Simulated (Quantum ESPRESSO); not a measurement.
# Collinear magnetic orders of MnNi3 with Quantum ESPRESSO

A self-consistent run ends on one state, which hangs on the start. Several orders of MnNi3 are started in Quantum ESPRESSO and their energies compared.

Main program and level: Quantum ESPRESSO 7.5; PBEsol; plane waves with GBRV 1.5 PBEsol potentials, no spin-orbit coupling.

### 1. The structure

Symmetry: Pm-3m, No. 221, cubic system. Conventional cell: a = 3.593 Å, b = 3.593 Å, c = 3.593 Å, α = 90.00°, β = 90.00°, γ = 90.00°. Nearest to Mn lie 12 Ni at 2.54 Å. Nearest to Ni lie 4 Mn at 2.54 Å and 8 Ni at 2.54 Å. Farther neighbours are not listed.

The cell comes from the Crystallography Open Database.

### 2. Run 1 (ferro ++++)

The signs are those of the starting moments on the seeded atoms, the atoms that are given a moment.

File pw.in:

```
&CONTROL
  calculation = 'scf'
  prefix = 'pwscf'
  outdir = './tmp'
  pseudo_dir = './pseudo'
  disk_io = 'nowf'
/
&SYSTEM
  ibrav = 0
  nat = 4
  ntyp = 2
  ecutwfc = 40
  ecutrho = 280
  nbnd = 48
  occupations = 'smearing'
  smearing = 'fd'
  degauss = 0.00734986
  nspin = 2
  starting_magnetization(1) = 0.2333
  starting_magnetization(2) = 0.0556
/
&ELECTRONS
  conv_thr = 8d-09
  electron_maxstep = 150
  mixing_beta = 0.3
/
ATOMIC_SPECIES
Mn     54.9380 mn_pbesol_v1.5.uspp.F.UPF
Ni     58.6934 ni_pbesol_v1.4.uspp.F.UPF
CELL_PARAMETERS angstrom
   3.5930000000    0.0000000000    0.0000000000
   0.0000000000    3.5930000000    0.0000000000
   0.0000000000    0.0000000000    3.5930000000
ATOMIC_POSITIONS crystal
Mn      0.0000000000    0.0000000000    0.0000000000
Ni      0.0000000000    0.5000000000    0.5000000000
Ni      0.5000000000    0.0000000000    0.5000000000
Ni      0.5000000000    0.5000000000    0.0000000000
K_POINTS automatic
8 8 8 0 0 0
```

Launch:

```bash
$ OMP_NUM_THREADS=1 mpirun -n 4 pw.x -nk 4 -in pw.in > pw.out
```

The program printed:

```text
Program PWSCF v.7.5 starts

     Message from routine setup:
     using ibrav=0 with symmetry is DISCOURAGED, use correct ibrav instead

     K-points division:     npool     =       4
     Subspace diagonalization in iterative solution of the eigenvalue problem:

     G-vector sticks info
     --------------------
     sticks:   dense  smooth     PW     G-vecs:    dense   smooth      PW
     Sum        1033     593    185                24837    10779    1935

     Using Slab Decomposition

     bravais-lattice index     =            0
     lattice parameter (alat)  =       6.7898  a.u.
     unit-cell volume          =     313.0172 (a.u.)^3
     number of atoms/cell      =            4
     number of atomic types    =            2
     number of electrons       =        69.00
     number of Kohn-Sham states=           48
     kinetic-energy cutoff     =      40.0000  Ry
     charge density cutoff     =     280.0000  Ry
     scf convergence threshold =      8.0E-09
     mixing beta               =       0.3000
     number of iterations used =            8  plain     mixing
     Exchange-correlation= SLA  PW   PSX  PSC
                           (   1   4  10   8   0   0   0)

     celldm(1)=   6.789786  celldm(2)=   0.000000  celldm(3)=   0.000000
     celldm(4)=   0.000000  celldm(5)=   0.000000  celldm(6)=   0.000000

     crystal axes: (cart. coord. in units of alat)
               a(1) = (   1.000000   0.000000   0.000000 )
               a(2) = (   0.000000   1.000000   0.000000 )
               a(3) = (   0.000000   0.000000   1.000000 )

     reciprocal axes: (cart. coord. in units 2 pi/alat)
               b(1) = (  1.000000  0.000000  0.000000 )
               b(2) = (  0.000000  1.000000  0.000000 )
               b(3) = (  0.000000  0.000000  1.000000 )

     PseudoPot. # 1 for Mn read from file:
     mn_pbesol_v1.5.uspp.F.UPF
     Pseudo is Ultrasoft + core correction, Zval = 15.0
     Generated by new atomic code, or converted to UPF format
     Using radial grid of  859 points,  6 beta functions with:
                l(1) =   0
                l(2) =   0
                l(3) =   1
                l(4) =   1
                l(5) =   2
                l(6) =   2
     Q(r) pseudized with  8 coefficients,  rinner =    0.950   0.950   0.950
                                                       0.950   0.950

     PseudoPot. # 2 for Ni read from file:
     ni_pbesol_v1.4.uspp.F.UPF
     Pseudo is Ultrasoft + core correction, Zval = 18.0
     Generated by new atomic code, or converted to UPF format
     Using radial grid of  865 points,  6 beta functions with:
                l(1) =   0
                l(2) =   0
                l(3) =   1
                l(4) =   1
                l(5) =   2
                l(6) =   2
     Q(r) pseudized with 10 coefficients,  rinner =    0.980   0.980   0.980
                                                       0.980   0.980

     atomic species   valence    mass     pseudopotential
     Mn               15.00    54.93800     Mn( 1.00)
     Ni               18.00    58.69340     Ni( 1.00)

     Starting magnetic structure
     atomic species   magnetization
     Mn              0.233
     Ni              0.056

     48 Sym. Ops., with inversion, found

   Cartesian axes

     site n.     atom                  positions (alat units)
         1        Mn     tau(   1) = (   0.0000000   0.0000000   0.0000000  )
         2        Ni     tau(   2) = (   0.0000000   0.5000000   0.5000000  )
         3        Ni     tau(   3) = (   0.5000000   0.0000000   0.5000000  )
         4        Ni     tau(   4) = (   0.5000000   0.5000000   0.0000000  )

     number of k points=    35  Fermi-Dirac smearing, width (Ry)=  0.0073
                       cart. coord. in units 2pi/alat
        k(    1) = (   0.0000000   0.0000000   0.0000000), wk =   0.0019531
        k(    2) = (   0.0000000   0.0000000   0.1250000), wk =   0.0117188
        k(    3) = (   0.0000000   0.0000000   0.2500000), wk =   0.0117188
        k(    4) = (   0.0000000   0.0000000   0.3750000), wk =   0.0117188
        k(    5) = (   0.0000000   0.0000000  -0.5000000), wk =   0.0058594
        [... 30 further k-points ...]

     Dense  grid:    24837 G-vectors     FFT dimensions: (  40,  40,  40)

     Smooth grid:    10779 G-vectors     FFT dimensions: (  27,  27,  27)

     Check: negative core charge=   -0.000039
     Generating pointlists ...
     new r_m :   0.2917 (alat units)  1.9805 (a.u.) for type    1
     new r_m :   0.2917 (alat units)  1.9805 (a.u.) for type    2

     Initial potential from superposition of free atoms

     starting charge      62.4999, renormalised to      69.0000
     Starting wfcs are   52 randomized atomic wfcs

     Self-consistent Calculation

     iteration #  1     ecut=    40.00 Ry     beta= 0.30
     Davidson diagonalization with overlap
     ethr =  1.00E-02,  avg # of iterations =  3.9

     total energy              =   -1216.72471836 Ry
     estimated scf accuracy    <      97.31161495 Ry

     total magnetization       =     2.15 Bohr mag/cell
     absolute magnetization    =     2.15 Bohr mag/cell

     iteration #  2     ecut=    40.00 Ry     beta= 0.30
     Davidson diagonalization with overlap
     ethr =  1.00E-02,  avg # of iterations =  3.0

     total energy              =   -1236.54043243 Ry
     estimated scf accuracy    <      42.37316202 Ry

     total magnetization       =     0.26 Bohr mag/cell
     absolute magnetization    =     0.31 Bohr mag/cell

     iteration #  3     ecut=    40.00 Ry     beta= 0.30
     Davidson diagonalization with overlap
     ethr =  1.00E-02,  avg # of iterations =  3.1

     total energy              =   -1239.58878350 Ry
     estimated scf accuracy    <       3.46906584 Ry

     total magnetization       =     4.97 Bohr mag/cell
     absolute magnetization    =     5.15 Bohr mag/cell

     [... further iterations left out ...]

     iteration # 17     ecut=    40.00 Ry     beta= 0.30
     Davidson diagonalization with overlap
     ethr =  1.73E-07,  avg # of iterations =  1.0

     negative rho (up, down):  0.000E+00 2.040E-05

     total energy              =   -1240.35552463 Ry
     estimated scf accuracy    <       0.00000805 Ry

     total magnetization       =     4.86 Bohr mag/cell
     absolute magnetization    =     5.25 Bohr mag/cell

     iteration # 18     ecut=    40.00 Ry     beta= 0.30
     Davidson diagonalization with overlap
     ethr =  1.17E-08,  avg # of iterations =  1.9

     negative rho (up, down):  0.000E+00 2.095E-05

     total energy              =   -1240.35552604 Ry
     estimated scf accuracy    <       0.00000077 Ry

     total magnetization       =     4.86 Bohr mag/cell
     absolute magnetization    =     5.25 Bohr mag/cell

     iteration # 19     ecut=    40.00 Ry     beta= 0.30
     Davidson diagonalization with overlap
     ethr =  1.11E-09,  avg # of iterations =  2.1

     negative rho (up, down):  0.000E+00 2.092E-05

     total energy              =   -1240.35552625 Ry
     estimated scf accuracy    <       0.00000002 Ry

     total magnetization       =     4.86 Bohr mag/cell
     absolute magnetization    =     5.25 Bohr mag/cell

     iteration # 20     ecut=    40.00 Ry     beta= 0.30
     Davidson diagonalization with overlap
     ethr =  3.17E-11,  avg # of iterations =  2.0

     negative rho (up, down):  0.000E+00 2.067E-05

     Magnetic moment per site  (integrated on atomic sphere of radius R)
     atom   1 (R=0.292)  charge= 13.3422  magn=  3.1971
     atom   2 (R=0.292)  charge= 16.8038  magn=  0.5608
     atom   3 (R=0.292)  charge= 16.8038  magn=  0.5608
     atom   4 (R=0.292)  charge= 16.8038  magn=  0.5608

     End of self-consistent calculation

     [... lines left out ...]
     the Fermi energy is    16.8203 ev

!    total energy              =   -1240.35552630 Ry
     estimated scf accuracy    <          7.1E-09 Ry
     smearing contrib. (-TS)   =      -0.01060849 Ry
     internal energy E=F+TS    =   -1240.34491781 Ry

     The total energy is F=E-TS. E is the sum of the following terms:
     one-electron contribution =    -686.48267528 Ry
     hartree contribution      =     383.97244750 Ry
     xc contribution           =    -131.86645348 Ry
     ewald contribution        =    -805.96823655 Ry

     total magnetization       =     4.86 Bohr mag/cell
     absolute magnetization    =     5.25 Bohr mag/cell

     convergence has been achieved in  20 iterations

=------------------------------------------------------------------------------=
   JOB DONE.
=------------------------------------------------------------------------------=
```

Elapsed: 28 s, on 4 MPI ranks of Intel Xeon Platinum 8488C (Sapphire Rapids), shared host; peak memory 0.43 GiB; 1.8 min of CPU time.

Spin moment in the atom's sphere by atom:

| atom | spin moment in the atom's sphere (μB) |
| --- | --- |
| Mn1 | 3.20 |
| Ni2 | 0.56 |
| Ni3 | 0.56 |
| Ni4 | 0.56 |

This step gave:

| Property | Result |
| --- | --- |
| smearing term TS | 0.1443 eV |
| magnetization | 4.863 μB |
| absolute magnetization | 5.252 μB |
| final state | ferromagnetic |

Spin density in the ac plane at fractional y = 0.000, with atoms of Mn and Ni within 0.2 Å of it.

Ten even steps from '_' (0.0 e/Å³) to '@' (5.1 e/Å³), each cell a mean:
```
%%++::__________________--**
==::____________________..--
..__________________________
____________________________
____________________________
______________::____________
____________::--::__________
____________..::____________
____________________________
____________________________
____________________________
::..______________________::
##++..__________________::++
@@##::________________..==%%
```
Columns run along a (3.6 Å), rows up along c (3.6 Å). Atoms in or near the plane, at fractional coordinates: Mn at (0.00, 0.00), Ni at (0.50, 0.50).

Valence density in the ac plane at fractional y = 0.000, with atoms of Mn and Ni within 0.2 Å of it. It is the smooth field of the valence electrons, not physical close to the nuclei.

Ten even steps from '0' (0 e/Å³) to '9' (38 e/Å³), each cell a mean:
```
43100000000014
21000000000001
00000000000000
00000000000000
00000011000000
00000157400000
00000389710000
00000268510000
00000023100000
00000000000000
00000000000000
10000000000001
43000000000013
24100000000024
```
Columns run along a (3.6 Å), rows up along c (3.6 Å). Atoms in or near the plane, at fractional coordinates: Mn at (0.00, 0.00), Ni at (0.50, 0.50).

### 3. Run 2, typed as ferri ++−−

File pw.in:

```
&CONTROL
  calculation = 'scf'
  prefix = 'pwscf'
  outdir = './tmp'
  pseudo_dir = './pseudo'
  disk_io = 'nowf'
/
&SYSTEM
  ibrav = 0
  nat = 4
  ntyp = 3
  ecutwfc = 40
  ecutrho = 280
  nbnd = 46
  occupations = 'smearing'
  smearing = 'fd'
  degauss = 0.00734986
  nspin = 2
  starting_magnetization(1) = 0.2333
  starting_magnetization(2) = 0.0556
  starting_magnetization(3) = -0.0556
/
&ELECTRONS
  conv_thr = 8d-09
  electron_maxstep = 150
  mixing_beta = 0.3
/
ATOMIC_SPECIES
Mn     54.9380 mn_pbesol_v1.5.uspp.F.UPF
Ni1    58.6934 ni_pbesol_v1.4.uspp.F.UPF
Ni2    58.6934 ni_pbesol_v1.4.uspp.F.UPF
CELL_PARAMETERS angstrom
   3.5930000000    0.0000000000    0.0000000000
   0.0000000000    3.5930000000    0.0000000000
   0.0000000000    0.0000000000    3.5930000000
ATOMIC_POSITIONS crystal
Mn      0.0000000000    0.0000000000    0.0000000000
Ni1     0.0000000000    0.5000000000    0.5000000000
Ni2     0.5000000000    0.0000000000    0.5000000000
Ni2     0.5000000000    0.5000000000    0.0000000000
K_POINTS automatic
8 8 8 0 0 0
```

The program printed:

```text
[banner, memory and clock lines left out]
Program PWSCF v.7.5 starts

     Message from routine setup:
     using ibrav=0 with symmetry is DISCOURAGED, use correct ibrav instead

     bravais-lattice index     =            0
     lattice parameter (alat)  =       6.7898  a.u.
     unit-cell volume          =     313.0172 (a.u.)^3
     number of atoms/cell      =            4
     number of atomic types    =            3
     number of electrons       =        69.00
     number of Kohn-Sham states=           46
     kinetic-energy cutoff     =      40.0000  Ry
     charge density cutoff     =     280.0000  Ry
     scf convergence threshold =      8.0E-09
     mixing beta               =       0.3000
     number of iterations used =            8  plain     mixing
     Exchange-correlation= SLA  PW   PSX  PSC
                           (   1   4  10   8   0   0   0)

     celldm(1)=   6.789786  celldm(2)=   0.000000  celldm(3)=   0.000000
     celldm(4)=   0.000000  celldm(5)=   0.000000  celldm(6)=   0.000000

     crystal axes: (cart. coord. in units of alat)
               a(1) = (   1.000000   0.000000   0.000000 )
               a(2) = (   0.000000   1.000000   0.000000 )
               a(3) = (   0.000000   0.000000   1.000000 )

     reciprocal axes: (cart. coord. in units 2 pi/alat)
               b(1) = (  1.000000  0.000000  0.000000 )
               b(2) = (  0.000000  1.000000  0.000000 )
               b(3) = (  0.000000  0.000000  1.000000 )

     PseudoPot. # 1 for Mn read from file:
     mn_pbesol_v1.5.uspp.F.UPF
     Pseudo is Ultrasoft + core correction, Zval = 15.0

     PseudoPot. # 2 for Ni read from file:
     ni_pbesol_v1.4.uspp.F.UPF
     Pseudo is Ultrasoft + core correction, Zval = 18.0

     PseudoPot. # 3 for Ni read from file:
     ni_pbesol_v1.4.uspp.F.UPF
     Pseudo is Ultrasoft + core correction, Zval = 18.0

     atomic species   valence    mass     pseudopotential
     Mn               15.00    54.93800     Mn( 1.00)
     Ni1              18.00    58.69340     Ni( 1.00)
     Ni2              18.00    58.69340     Ni( 1.00)

     Starting magnetic structure
     atomic species   magnetization
     Mn              0.233
     Ni1             0.056
     Ni2            -0.056

     16 Sym. Ops., with inversion, found

   Cartesian axes

     site n.     atom                  positions (alat units)
         1        Mn     tau(   1) = (   0.0000000   0.0000000   0.0000000  )
         2        Ni1    tau(   2) = (   0.0000000   0.5000000   0.5000000  )
         3        Ni2    tau(   3) = (   0.5000000   0.0000000   0.5000000  )
         4        Ni2    tau(   4) = (   0.5000000   0.5000000   0.0000000  )

     number of k points=    75  Fermi-Dirac smearing, width (Ry)=  0.0073
                       cart. coord. in units 2pi/alat
        k(    1) = (   0.0000000   0.0000000   0.0000000), wk =   0.0019531
        k(    2) = (   0.0000000   0.0000000   0.1250000), wk =   0.0078125
        k(    3) = (   0.0000000   0.0000000   0.2500000), wk =   0.0078125
        k(    4) = (   0.0000000   0.0000000   0.3750000), wk =   0.0078125
        k(    5) = (   0.0000000   0.0000000  -0.5000000), wk =   0.0039062
        [... 70 further k-points ...]

     Dense  grid:    24837 G-vectors     FFT dimensions: (  40,  40,  40)

     Smooth grid:    10779 G-vectors     FFT dimensions: (  27,  27,  27)

     Check: negative core charge=   -0.000039
     Generating pointlists ...
     new r_m :   0.2917 (alat units)  1.9805 (a.u.) for type    1
     new r_m :   0.2917 (alat units)  1.9805 (a.u.) for type    2
     new r_m :   0.2917 (alat units)  1.9805 (a.u.) for type    3

     Initial potential from superposition of free atoms

     starting charge      62.4999, renormalised to      69.0000
     Starting wfcs are   52 randomized atomic wfcs

     Self-consistent Calculation

     iteration #  1     ecut=    40.00 Ry     beta= 0.30
     Davidson diagonalization with overlap
     ethr =  1.00E-02,  avg # of iterations =  3.5

     total energy              =   -1216.63647344 Ry
     estimated scf accuracy    <      97.51071514 Ry

     total magnetization       =     1.13 Bohr mag/cell
     absolute magnetization    =     1.96 Bohr mag/cell

     iteration #  2     ecut=    40.00 Ry     beta= 0.30
     Davidson diagonalization with overlap
     ethr =  1.00E-02,  avg # of iterations =  3.0

     total energy              =   -1236.53071438 Ry
     estimated scf accuracy    <      42.41068064 Ry

     total magnetization       =     0.10 Bohr mag/cell
     absolute magnetization    =     0.29 Bohr mag/cell

     [... further iterations left out ...]

     iteration # 22     ecut=    40.00 Ry     beta= 0.30
     Davidson diagonalization with overlap
     ethr =  5.99E-11,  avg # of iterations =  2.0

     negative rho (up, down):  0.000E+00 2.070E-05

     total energy              =   -1240.35552628 Ry
     estimated scf accuracy    <       0.00000002 Ry

     total magnetization       =     4.86 Bohr mag/cell
     absolute magnetization    =     5.25 Bohr mag/cell

     iteration # 23     ecut=    40.00 Ry     beta= 0.30
     Davidson diagonalization with overlap
     ethr =  2.22E-11,  avg # of iterations =  2.0

     negative rho (up, down):  0.000E+00 2.062E-05

     Magnetic moment per site  (integrated on atomic sphere of radius R)
     atom   1 (R=0.292)  charge= 13.3423  magn=  3.1970
     atom   2 (R=0.292)  charge= 16.8037  magn=  0.5608
     atom   3 (R=0.292)  charge= 16.8038  magn=  0.5609
     atom   4 (R=0.292)  charge= 16.8038  magn=  0.5609

     End of self-consistent calculation

     Number of k-points >= 100: set verbosity='high' to print the bands.

     the Fermi energy is    16.8204 ev

!    total energy              =   -1240.35552630 Ry
     estimated scf accuracy    <          6.3E-09 Ry
     smearing contrib. (-TS)   =      -0.01060818 Ry
     internal energy E=F+TS    =   -1240.34491812 Ry

     The total energy is F=E-TS. E is the sum of the following terms:
     one-electron contribution =    -686.48122436 Ry
     hartree contribution      =     383.97083933 Ry
     xc contribution           =    -131.86629653 Ry
     ewald contribution        =    -805.96823655 Ry

     total magnetization       =     4.86 Bohr mag/cell
     absolute magnetization    =     5.25 Bohr mag/cell

     convergence has been achieved in  23 iterations
```

Run time: 60 s. Hardware: 4 MPI ranks; peak memory 0.5 GiB; 4 min of CPU time.

Spin moment in the atom's sphere by atom:

| atom | spin moment in the atom's sphere (μB) |
| --- | --- |
| Mn1 | 3.20 |
| Ni2 | 0.56 |
| Ni3 | 0.56 |
| Ni4 | 0.56 |

Numbers from this step:

- smearing term TS: 0.1443 eV
- magnetization: 4.863 μB
- absolute magnetization: 5.252 μB
- final state: ferromagnetic

The typed signs were not kept.

Spin density in the ac plane at fractional y = 0.000, with atoms of Mn and Ni within 0.2 Å of it.

Ten even steps from '_' (0.0 e/Å³) to '@' (5.1 e/Å³), each cell a mean:
```
%%++::__________________--**
==::____________________..--
..__________________________
____________________________
____________________________
______________::____________
____________::--::__________
____________..::____________
____________________________
____________________________
____________________________
::..______________________::
##++..__________________::++
@@##::________________..==%%
```
Columns run along a (3.6 Å), rows up along c (3.6 Å). Atoms in or near the plane, at fractional coordinates: Mn at (0.00, 0.00), Ni at (0.50, 0.50).

(Part 1 of 2 ends here.)

[Logs and program files are shortened in this print: banners, set-up blocks, solver, clock and traceback lines can be left out without a mark of their own.]

[Logs are printed without paths, hosts, clocks, repeated set-up lines and the standing remarks that a program may print on its own settings, such as how far it seeks lower states.]

[Hosts, paths, dates, database ids (printed as entryN), source tags and the programs' standing remarks are cut or masked in the printed files.]

[Where a cell is said to come from a database of computed structures, the database is the Materials Project.]
